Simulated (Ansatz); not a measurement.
# Work function of Cu(111): what the settings cost and change

Aim: the work function of Cu(111) against thickness and vacuum, with the cost.

Calculated with Ansatz 0.2.0; plane-wave DFT, PBE, Ansatz PAW.

The experiments to compare with:

“Anisotropic work function of elemental crystals” (2019, arxiv:1902.07811) quotes from earlier work for Cu (clean (111) face, a compiled value): work function (clean (111) face, a compiled value) 4.9 eV.

## Step 1: The starting structure

The cell holds 1 atom: 1 Cu. Cell: a = 2.553 Å, b = 2.553 Å, c = 18.000 Å, α = 90.0°, β = 90.0°, γ = 60.0°. Vacuum lies along c.

## Step 2: Run, setting 1 layer

A work function rests on the faint tail of the density, so the SCF threshold is tight. The slab grows from one layer, at fixed mesh and 18 Å of vacuum; then the vacuum is varied on one slab.

Contents of input.yaml:

```yaml
crystal:
  lattice:
    - [2.5526554801, 0.0, 0.0]
    - [1.27632774, 2.2106644929, 0.0]
    - [0.0, 0.0, 18.0]
  atoms:
    - { symbol: Cu, position: [0.6666666667, 0.6666666667, 0.5] }
kpoints:
  mp_grid: { grid: [18, 18, 1] }
hamiltonian:
  xc: pbe
scf:
  occupations: { method: fermi_dirac, width: 0.1 }
  convergence: { dr2_threshold: 1.0e-09 }
efield:
  axis: 3
  dipole_correction: true
  ramp_position: 0.97
  ramp_width: 0.06
output:
  write_potential: true
  write_density: true
  volumetric_format: npy
  elf: true
```

On the command line:

```bash
> ansatz run input.yaml --threads 2 --pin off --max-ram 3072MiB --backend cpu --events-out ev --progress --plain --runs-dir out
```

Numbers of over 12 decimals in the logs are rounded to 6 here.

Output:

```text
Engine: ansatz 0.2.0, aarch64-unknown-linux-gnu
Pseudopotentials: kind: paw
Pseudopotential: Cu, paw, valence charge 19, recommended cutoff 420 eV (normal), Cu.paw.azcp
Functional definition: PBE
  parameter kappa = 0.804
  parameter beta = 0.066725
  exchange = pbe_x(kappa = kappa, mu = beta*pi^2/3)
  correlation = pbe_c(beta = beta)
Crystal: 1 atoms, lattice volume = 101.575 Å³
Basis set: ecut = 420 eV, 2011 PW (Γ)
Bands: 14, of which v1, the nominal top of the filled ones, is band 10 counted from 1 (9 counted from 0)
Symmetry: 12 space group operations
k-points: 37 of 324
Non-local potential: Cu, projectors of the file, l = 0: 3, l = 1: 2, l = 2: 3, l = 3: 1
PAW form: soft (Blöchl's): semilocal exchange-correlation on the pseudo side does not see the compensation charge
PAW one-centre angular grid: Cu, 590 points (default); XC on 64 Gauss nodes
Initial density: superposition of atomic densities (neutral atoms: chi_scale 0, normalization atom), corrected by the library's trained network
Initial wavefunctions: pseudopotential atomic-orbital guess
Functional: x = pbe(κ = 0.804, μ = 0.219515), c = pbe(β = 0.066725)
SCF iter   1: F=—  HF=-6624.391167 eV  |F-HF|=—  |Δ(HF+E_count)|=         —  Δρ=1.32e-3  dr2=2.28e-3  ethr=1.77e-3  p=-0.000 e·Å  D=-2.85e-15 V/Å  ΔV_dip=0.00 eV  dr2_dipole=1.12e-11  V_vac-E_F(+/−)=5.10/5.10 eV  ⟨swp⟩=5.5  Hψ=2736  notcnv=0
efield: sawtooth ramp at fractional position 0.9700 (set: `efield.ramp_position`, or a place that a band, a saddle search or an elastic batch's reference lends), width 0.0600; the density the first Hamiltonian is built on has a dipole p = -0.000 e·Å; the dipole correction subtracts the counter field D = -2.85e-15 V/Å, which shifts the + side's vacuum level by +0.00 eV against the − side's; the planar-averaged density in the ramp window peaks in size at 8.2e-6 e/Å³
preconditioner: auto → LDOS  [insulator: Δε(μ)=0.266 eV  Ē_g=8.929 eV  σ=0.100 eV  W_gap=0.52  n_scr=10 (ndim 8)  ℏωp=12.2 eV  f_vac=0.788  D(μ)=0.27/eV (n_scr^D=2)  ε∞_Penn≈2.9  β→1.0]
SCF iter   2: F=—  HF=-6624.391984 eV  |F-HF|=—  |Δ(HF+E_count)|=   8.18e-4  Δρ=3.59e-3  dr2=7.76e-3  ethr=1.20e-5  p=-0.000 e·Å  D=-3.22e-6 V/Å  ΔV_dip=0.00 eV  dr2_dipole=1.14e-10  V_vac-E_F(+/−)=4.90/4.90 eV  ⟨swp⟩=2.3  Hψ=1276  notcnv=0  defer=6
SCF iter   3: F=—  HF=-6624.391668 eV  |F-HF|=—  |Δ(HF+E_count)|=   3.17e-4  Δρ=2.97e-3  dr2=5.05e-3  ethr=1.20e-5  p=0.000 e·Å  D=8.69e-7 V/Å  ΔV_dip=-0.00 eV  dr2_dipole=3.12e-12  V_vac-E_F(+/−)=4.99/4.99 eV  ⟨swp⟩=2.0  Hψ=1020  notcnv=0  defer=6
SCF iter   4: F=—  HF=-6624.390750 eV  |F-HF|=—  |Δ(HF+E_count)|=   9.18e-4  Δρ=1.19e-3  dr2=8.15e-4  ethr=1.20e-5  p=0.000 e·Å  D=2.08e-6 V/Å  ΔV_dip=-0.00 eV  dr2_dipole=3.29e-11  V_vac-E_F(+/−)=4.97/4.97 eV  ⟨swp⟩=2.1  Hψ=661  notcnv=0  defer=6
SCF iter   5: F=—  HF=-6624.390591 eV  |F-HF|=—  |Δ(HF+E_count)|=   1.59e-4  Δρ=2.73e-4  dr2=4.29e-5  ethr=4.29e-6  p=-0.000 e·Å  D=-3.86e-6 V/Å  ΔV_dip=0.00 eV  dr2_dipole=1.25e-10  V_vac-E_F(+/−)=4.96/4.96 eV  ⟨swp⟩=2.6  Hψ=696  notcnv=0  defer=6
SCF iter   6: F=—  HF=-6624.390581 eV  |F-HF|=—  |Δ(HF+E_count)|=   9.37e-6  Δρ=2.40e-5  dr2=3.19e-7  ethr=2.26e-7  p=0.000 e·Å  D=1.41e-6 V/Å  ΔV_dip=-0.00 eV  dr2_dipole=1.69e-11  V_vac-E_F(+/−)=4.96/4.96 eV  ⟨swp⟩=2.0  Hψ=657  notcnv=0  defer=6
SCF iter   7: F=—  HF=-6624.390576 eV  |F-HF|=—  |Δ(HF+E_count)|=   4.96e-6  Δρ=2.54e-6  dr2=4.69e-9  ethr=1.68e-9  p=-0.000 e·Å  D=-3.46e-6 V/Å  ΔV_dip=0.00 eV  dr2_dipole=1.01e-10  V_vac-E_F(+/−)=4.95/4.95 eV  ⟨swp⟩=2.6  Hψ=840  notcnv=0  defer=6
SCF iter   8: F=—  HF=-6624.390576 eV  |F-HF|=—  |Δ(HF+E_count)|=   3.77e-9  Δρ=6.59e-7  dr2=2.32e-9  ethr=5.26e-12  p=0.000 e·Å  D=6.71e-6 V/Å  ΔV_dip=-0.00 eV  dr2_dipole=3.78e-10  V_vac-E_F(+/−)=4.95/4.96 eV  ⟨swp⟩=5.7  Hψ=1801  notcnv=0
SCF iter   9: F=-6624.390576 eV  HF=-6624.390576 eV  |F-HF|=2.49e-10  |Δ(HF+E_count)|=  3.71e-10  Δρ=1.24e-7  dr2=9.18e-12  ethr=5.26e-12  p=0.000 e·Å  D=2.59e-7 V/Å  ΔV_dip=-0.00 eV  dr2_dipole=6.28e-13  V_vac-E_F(+/−)=4.96/4.96 eV  ⟨swp⟩=1.1  Hψ=1399  notcnv=0
SCF 1 converged in 9 iterations: F = -6624.390576 eV  dr2 = 9.18e-12
  greatest PAW one-centre occupation: 1.000 electrons in one spin orbital (limit 2), on the Cu atom at site 0 (counted from 0), in its partial waves of l = 0
WARN: The output density's exchange-correlation potential varies sharply where the density is thin. Do not read a vacuum level from v_tot or v_xc, or from such a field of the output density. On a cell that repeats whose density bears no net charge and no dipole along the vacuum's axis use v_es (v_loc + v_h of the components); under efield.dipole_correction with no amplitude use v_es + v_field, which holds any externa [...]
SCF converged after 9 iterations
Free energy (F): -6624.390576 eV
Harris-Foulkes:  -6624.390576 eV  (|F-HF|=2.49e-10)
Internal energy: -6624.381100 eV  (E = F + TS)
E sigma→0 (E₀):  -6624.385838 eV
Entropy (-TS):   -0.009476 eV (-9.476 meV/atom)
Fermi energy:    -2.446580 eV
Dipole field:    D = -0.000001 V/Å  (p = -0.000001 e·Å, saw-weighted, corrected)
Work function:   Φ+ = 4.9550 eV   Φ− = 4.9550 eV
Levels:          The Fermi level and band energies are counted from a zero that moves with the ramp; work functions are not
--- Per-component energies (eV) ---
  E_band       = -702.929471
  E_kinetic    = 298.876604
  E_local      = -19085.694854  (includes V_loc(G=0)·N_el)
  E_nonlocal   = 394.131660
  E_hartree    = 9131.034051
  E_xc         = -87.322490
  E_vxc        = -112.449180  (∫ρ·V_xc dr)
  E_paw        = -1667.168960  (= ΣΔE_a)
  E_vpaw       = -459.861935  (= ΣTr[D̂ρ^β])
  E_aug_tail   = 0.000261  (compensation charges beyond the density's cutoff)
  E_efield     = 0.000000  (sawtooth field / dipole correction)
  E_vefield    = 0.000000  (∫n·V_field dr)
  E_ewald      = 4391.762628
  E_smearing   = -0.009476  (= −TS)
  E_closure    = 0.000000  (closes the sum)
  Σ components = -6624.390576   (vs F -6624.390576, Δ=0.00e0)
--- Band table (eV; the first three rows and the last of 37) ---
  k-point 0: bands = [... 6 lower, -4.3795, -4.2766, -3.3764, -3.3764, -1.5098, 2.1191, 2.7718, 2.9635]
  k-point 1: bands = [... 6 lower, -4.3447, -4.2548, -3.4691, -3.3833, -1.3418, 2.2109, 2.8699, 3.0562]
  k-point 2: bands = [... 6 lower, -4.2434, -4.1916, -3.6821, -3.4029, -0.9003, 2.4866, 3.1634, 3.3346]
  k-point 36: bands = [... 6 lower, -4.2591, -4.2591, -3.5997, 3.6760, 3.6760, 4.8666, 8.1720, 10.1594]
```

Wall time 7.3 s (2 threads of Arm Neoverse N1, shared host); peak memory 0.37 GiB.

This step gave:

```yaml
energy_at_zero_smearing: -6624.3858 eV
work_function_upper_face: 4.955 eV
```

Running mean over 2.084 Å of the planar mean; the ramp of the sawtooth is left out. Electron's electrostatic potential energy less the Fermi level against z:

| z (Å) | electron's electrostatic potential energy less the Fermi level (eV) |
| --- | --- |
| 2.88 | 4.96 |
| 3.17 | 4.96 |
| 3.60 | 4.96 |
| 3.89 | 4.95 |
| 4.18 | 4.95 |
| 4.46 | 4.95 |
| 4.90 | 4.95 |
| 5.18 | 4.95 |
| 5.47 | 4.95 |
| 5.90 | 4.93 |
| 6.19 | 4.90 |
| 6.48 | 4.83 |
| 6.91 | 4.52 |
| 7.20 | 3.94 |
| 7.49 | 2.50 |
| 7.78 | 0.0213 |
| 8.21 | -4.34 |
| 8.50 | -6.55 |
| 8.78 | -7.61 |
| 9.22 | -7.61 |
| 9.50 | -6.55 |
| 9.79 | -4.34 |
| 10.22 | 0.0213 |
| 10.51 | 2.50 |
| 10.80 | 3.94 |
| 11.09 | 4.52 |
| 11.52 | 4.83 |
| 11.81 | 4.90 |
| 12.10 | 4.93 |
| 12.53 | 4.95 |
| 12.82 | 4.95 |
| 13.10 | 4.95 |
| 13.54 | 4.95 |
| 13.82 | 4.95 |
| 14.11 | 4.95 |
| 14.40 | 4.96 |
| 14.83 | 4.96 |
| 15.12 | 4.96 |

ELF in the ca plane at fractional y = 0.667, with atoms of Cu within 0.2 Å of it. It is the smooth field of the valence electrons, not physical close to the nuclei.

Values, 5 rows by 16 columns, each cell a mean:
```
0.00 0.00 0.00 0.00 0.00 0.01 0.09 0.23 0.27 0.12 0.01 0.00 0.00 0.00 0.00 0.00
0.00 0.00 0.00 0.00 0.00 0.01 0.10 0.35 0.47 0.12 0.01 0.00 0.00 0.00 0.00 0.00
0.00 0.00 0.00 0.00 0.00 0.01 0.09 0.22 0.26 0.12 0.01 0.00 0.00 0.00 0.00 0.00
0.00 0.00 0.00 0.00 0.00 0.01 0.09 0.20 0.20 0.11 0.01 0.00 0.00 0.00 0.00 0.00
0.00 0.00 0.00 0.00 0.00 0.01 0.09 0.20 0.20 0.11 0.01 0.00 0.00 0.00 0.00 0.00
```
Columns run along c (18.0 Å), rows up along a (2.6 Å). Atoms in or near the plane, at fractional coordinates: Cu at (0.50, 0.67).

Electrostatic potential energy in the ca plane at fractional y = 0.667, with atoms of Cu within 0.2 Å of it. With pseudopotentials it is smooth inside the atoms' cores, unlike the true potential.

Ten even steps from '0' (-36 eV) to '9' (3 eV), each cell a mean:
```
99999999999999999999610389999999999999999999
99999999999999999998300079999999999999999999
99999999999999999998200069999999999999999999
99999999999999999998400179999999999999999999
99999999999999999999721489999999999999999999
99999999999999999999877899999999999999999999
99999999999999999999988899999999999999999999
99999999999999999999876899999999999999999999
```
Columns run along c (18.0 Å; values clipped at the 3rd and 97th percentile), rows up along a (2.6 Å). Atoms in or near the plane, at fractional coordinates: Cu at (0.50, 0.67).

Valence density in the ca plane at fractional y = 0.667, with atoms of Cu within 0.2 Å of it. It is the smooth field of the valence electrons, not physical close to the nuclei.

Ten steps, logarithmic in the rise over the least value, from '0' (0 e/Å³) to '9' (48 e/Å³), each cell a mean:
```
00000000000000000000145300000000000000000000
00000000000000000000378510000000000000000000
00000000000000000000389610000000000000000000
00000000000000000000267410000000000000000000
00000000000000000000134200000000000000000000
00000000000000000000011000000000000000000000
00000000000000000000001000000000000000000000
00000000000000000000011100000000000000000000
```
Columns run along c (18.0 Å), rows up along a (2.6 Å). Atoms in or near the plane, at fractional coordinates: Cu at (0.50, 0.67).

The work function is 4.955 eV.

## Step 3: Slab, 2 atoms

System of this step: Cu(111). The cell holds 2 atoms: 2 Cu. Its edges and angles: a = 2.553 Å, b = 2.553 Å, c = 20.084 Å, α = 90.0°, β = 90.0°, γ = 60.0°. Vacuum lies along c.

input.yaml, the sections that differ from step 2:

```yaml
crystal:
  lattice:
    - [2.5526554801, 0.0, 0.0]
    - [1.27632774, 2.2106644929, 0.0]
    - [0.0, 0.0, 20.0842344718]
  atoms:
    - { symbol: Cu, position: [0.6666666667, 0.6666666667, 0.4481126733] }
    - { symbol: Cu, position: [0.0, 0.0, 0.5518873267] }
output:
  write_potential: true
  write_density: true
  volumetric_format: npy
# kpoints, hamiltonian, scf, efield: as in step 2
```

Output:

```text
[...]
Crystal: 2 atoms, lattice volume = 113.337 Å³
Basis set: ecut = 420 eV, 2269 PW (Γ)
Bands: 23, of which v1, the nominal top of the filled ones, is band 19 counted from 1 (18 counted from 0)
Symmetry: 6 space group operations
k-points: 37 of 324 (time reversal used)
[...]
k-point 0: bands = [... 15 lower, -2.1896, -2.0971, -2.0971, -1.7414, -1.7414, -0.1053, 4.0733, 4.3426]
  k-point 1: bands = [... 15 lower, -2.3251, -2.1087, -1.9426, -1.8422, -1.7401, 0.1119, 4.1606, 4.4394]
  k-point 2: bands = [... 15 lower, -2.4756, -2.1379, -2.0794, -1.7379, -1.6758, 0.6451, 4.4229, 4.7297]
  k-point 36: bands = [... 15 lower, -2.1351, -1.8421, -1.8421, 4.0816, 4.2140, 4.2140, 7.0207, 7.5823]
[key lines of the parts left out:]
SCF converged after 9 iterations
Free energy (F): -13249.439495 eV
Fermi energy:    -0.227268 eV
Dipole field:    D = -0.000002 V/Å  (p = -0.000001 e·Å, saw-weighted, corrected)
Work function:   Φ+ = 4.7632 eV   Φ− = 4.7631 eV
```

Run time: 12 s. Hardware: 2 threads; peak memory 0.38 GiB.

The work function is 4.763 eV, -0.192 eV from the run “1 layer”, at 1.7 times its CPU time.

## Step 4: Run, 3 atoms

System of this step: Cu(111). The cell holds 3 atoms: 3 Cu. Its edges and angles: a = 2.553 Å, b = 2.553 Å, c = 22.168 Å, α = 90.0°, β = 90.0°, γ = 60.0°. Vacuum lies along c.

input.yaml, the sections that differ from step 3:

```yaml
crystal:
  lattice:
    - [2.5526554801, 0.0, 0.0]
    - [1.27632774, 2.2106644929, 0.0]
    - [0.0, 0.0, 22.1684689435]
  atoms:
    - { symbol: Cu, position: [0.3333333333, 0.3333333333, 0.4059820289] }
    - { symbol: Cu, position: [0.6666666667, 0.6666666667, 0.5] }
    - { symbol: Cu, position: [0.0, 0.0, 0.5940179711] }
# kpoints, hamiltonian, scf, efield, output: as in step 3
```

Output:

```text
[...]
Crystal: 3 atoms, lattice volume = 125.098 Å³
Basis set: ecut = 420 eV, 2493 PW (Γ)
Bands: 35, of which v1, the nominal top of the filled ones, is band 29 counted from 1 (28 counted from 0)
Symmetry: 6 space group operations
k-points: 37 of 324 (time reversal used)
[...]
k-point 1: bands = [... 25 lower, -0.5826, -0.4194, -0.3274, -0.1974, 0.0717, 1.5061, 5.6795, 6.1252, ... 2 higher]
  k-point 2: bands = [... 25 lower, -0.7093, -0.5040, -0.4255, -0.1957, 0.4395, 2.0892, 5.9342, 6.4161, ... 2 higher]
  k-point 36: bands = [... 25 lower, -0.3184, -0.2719, 5.0922, 5.0922, 5.4945, 6.1323, 7.4778, 7.4778, ... 2 higher]
[key lines of the parts left out:]
SCF converged after 10 iterations
Free energy (F): -19874.595537 eV
Fermi energy:    1.379453 eV
Dipole field:    D = 0.000002 V/Å  (p = 0.000002 e·Å, saw-weighted, corrected)
Work function:   Φ+ = 4.7769 eV   Φ− = 4.7769 eV
```

It took 19 s on 2 threads; peak memory 0.44 GiB; 38 s of CPU time.

The work function is 4.777 eV, +0.014 eV from the run “2 layers”, at 1.7 times its CPU time.

## Step 5: Slab, 4 atoms

System of this step: Cu(111). The cell holds 4 atoms: 4 Cu. Cell: a = 2.553 Å, b = 2.553 Å, c = 24.253 Å, α = 90.0°, β = 90.0°, γ = 60.0°. Vacuum lies along c.

input.yaml, the sections that differ from step 4:

```yaml
crystal:
  lattice:
    - [2.5526554801, 0.0, 0.0]
    - [1.27632774, 2.2106644929, 0.0]
    - [0.0, 0.0, 24.2527034153]
  atoms:
    - { symbol: Cu, position: [0.0, 0.0, 0.3710926508] }
    - { symbol: Cu, position: [0.3333333333, 0.3333333333, 0.4570308836] }
    - { symbol: Cu, position: [0.6666666667, 0.6666666667, 0.5429691164] }
    - { symbol: Cu, position: [0.0, 0.0, 0.6289073492] }
# kpoints, hamiltonian, scf, efield, output: as in step 4
```

Output:

```text
[...]
Crystal: 4 atoms, lattice volume = 136.860 Å³
Basis set: ecut = 420 eV, 2739 PW (Γ)
Bands: 46, of which v1, the nominal top of the filled ones, is band 38 counted from 1 (37 counted from 0)
Symmetry: 6 space group operations
k-points: 37 of 324 (time reversal used)
[...]
k-point 0: bands = [... 34 lower, 0.7073, 1.0094, 1.0094, 1.1367, 1.1367, 1.4914, 2.4609, 6.9360, ... 4 higher]
  k-point 1: bands = [... 34 lower, 0.7415, 0.8590, 1.0073, 1.0079, 1.1379, 1.7228, 2.7308, 7.0155, ... 4 higher]
  k-point 2: bands = [... 34 lower, 0.7095, 0.7130, 1.0036, 1.0080, 1.1410, 2.1487, 3.3452, 7.2536, ... 4 higher]
  k-point 36: bands = [... 34 lower, 1.0419, 1.0621, 6.1196, 6.3736, 6.3736, 7.1743, 7.1743, 7.9063, ... 4 higher]
[key lines of the parts left out:]
SCF converged after 11 iterations
Free energy (F): -26499.784212 eV
Fermi energy:    2.671973 eV
Dipole field:    D = -0.000000 V/Å  (p = -0.000000 e·Å, saw-weighted, corrected)
Work function:   Φ+ = 4.8101 eV   Φ− = 4.8101 eV
```

It took 32 s on 2 threads; peak memory 0.49 GiB; 62 s of CPU time.

The work function is 4.810 eV, +0.033 eV from the run “3 layers”, at 1.6 times its CPU time.

## Step 6: Run, 5 atoms

System of this step: Cu(111). The cell holds 5 atoms: 5 Cu. Its edges and angles: a = 2.553 Å, b = 2.553 Å, c = 26.337 Å, α = 90.0°, β = 90.0°, γ = 60.0°. Vacuum lies along c.

input.yaml, the sections that differ from step 5:

```yaml
crystal:
  lattice:
    - [2.5526554801, 0.0, 0.0]
    - [1.27632774, 2.2106644929, 0.0]
    - [0.0, 0.0, 26.3369378871]
  atoms:
    - { symbol: Cu, position: [0.6666666667, 0.6666666667, 0.3417253759] }
    - { symbol: Cu, position: [0.0, 0.0, 0.420862688] }
    - { symbol: Cu, position: [0.3333333333, 0.3333333333, 0.5] }
    - { symbol: Cu, position: [0.6666666667, 0.6666666667, 0.579137312] }
    - { symbol: Cu, position: [0.0, 0.0, 0.6582746241] }
# kpoints, hamiltonian, scf, efield, output: as in step 5
```

Output:

```text
[...]
Crystal: 5 atoms, lattice volume = 148.621 Å³
Basis set: ecut = 420 eV, 2963 PW (Γ)
Bands: 57, of which v1, the nominal top of the filled ones, is band 48 counted from 1 (47 counted from 0)
Symmetry: 6 space group operations
k-points: 37 of 324 (time reversal used)
[...]
k-point 0: bands = [... 44 lower, 1.9023, 2.1416, 2.1416, 2.2248, 2.2248, 2.7995, 3.4764, 7.9974, ... 5 higher]
  k-point 1: bands = [... 44 lower, 1.9454, 2.0087, 2.1337, 2.1413, 2.2262, 3.0348, 3.7593, 8.0743, ... 5 higher]
  k-point 2: bands = [... 44 lower, 1.8865, 1.9017, 2.1399, 2.2302, 2.3391, 3.4985, 4.3926, 8.3034, ... 5 higher]
  k-point 36: bands = [... 44 lower, 2.1607, 7.1860, 7.1860, 7.3720, 7.6504, 8.1789, 8.1789, 9.1438, ... 5 higher]
[key lines of the parts left out:]
SCF converged after 12 iterations
Free energy (F): -33124.955530 eV
Fermi energy:    3.809264 eV
Dipole field:    D = -0.000000 V/Å  (p = -0.000000 e·Å, saw-weighted, corrected)
Work function:   Φ+ = 4.8116 eV   Φ− = 4.8115 eV
```

Wall time 48 s (2 threads); peak memory 0.57 GiB.

The work function is 4.812 eV, +0.002 eV from the run “4 layers”, at 1.5 times its CPU time.

## Step 7: Slab, 6 atoms

System of this step: Cu(111). The cell holds 6 atoms: 6 Cu. Cell: a = 2.553 Å, b = 2.553 Å, c = 28.421 Å, α = 90.0°, β = 90.0°, γ = 60.0°. Vacuum lies along c.

input.yaml, the sections that differ from step 6:

```yaml
crystal:
  lattice:
    - [2.5526554801, 0.0, 0.0]
    - [1.27632774, 2.2106644929, 0.0]
    - [0.0, 0.0, 28.4211723589]
  atoms:
    - { symbol: Cu, position: [0.3333333333, 0.3333333333, 0.3166653327] }
    - { symbol: Cu, position: [0.6666666667, 0.6666666667, 0.3899991996] }
    - { symbol: Cu, position: [0.0, 0.0, 0.4633330665] }
    - { symbol: Cu, position: [0.3333333333, 0.3333333333, 0.5366669335] }
    - { symbol: Cu, position: [0.6666666667, 0.6666666667, 0.6100008004] }
    - { symbol: Cu, position: [0.0, 0.0, 0.6833346673] }
# kpoints, hamiltonian, scf, efield, output: as in step 6
```

Output:

```text
[...]
Crystal: 6 atoms, lattice volume = 160.383 Å³
Basis set: ecut = 420 eV, 3197 PW (Γ)
Bands: 69, of which v1, the nominal top of the filled ones, is band 57 counted from 1 (56 counted from 0)
Symmetry: 6 space group operations
k-points: 37 of 324 (time reversal used)
[...]
k-point 0: bands = [... 53 lower, 2.9380, 2.9380, 3.1340, 3.1340, 3.1852, 3.1852, 3.8971, 4.3762, ... 8 higher]
  k-point 1: bands = [... 53 lower, 2.9384, 2.9676, 3.0050, 3.1341, 3.1780, 3.1866, 4.1406, 4.6685, ... 8 higher]
  k-point 2: bands = [... 53 lower, 2.7756, 2.9386, 2.9904, 3.1340, 3.1906, 3.5170, 4.6346, 5.3144, ... 8 higher]
  k-point 36: bands = [... 53 lower, 3.1252, 8.1139, 8.1250, 8.1250, 8.4938, 8.4938, 9.0640, 9.2487, ... 8 higher]
[key lines of the parts left out:]
SCF converged after 12 iterations
Free energy (F): -39750.143083 eV
Fermi energy:    4.739539 eV
Dipole field:    D = -0.000000 V/Å  (p = -0.000000 e·Å, saw-weighted, corrected)
Work function:   Φ+ = 4.8361 eV   Φ− = 4.8362 eV
```

The job ended after 63 s (2 threads; peak memory 0.66 GiB; 2 min of CPU time).

The work function is 4.836 eV, +0.025 eV from the run “5 layers”, at 1.3 times its CPU time.

(Part 1 of 2 ends here.)

[Logs are printed without paths, hosts, clocks, repeated set-up lines and the standing remarks that a program may print on its own settings, such as how far it seeks lower states.]

[Hosts, paths, dates, database ids (printed as entryN), source tags and the programs' standing remarks are cut or masked in the printed files.]

[Maps of the electrostatic potential energy from Ansatz leave out the sawtooth potential of an applied field or a dipole correction, so their vacuum need not be flat; planar profiles and work functions include it.]
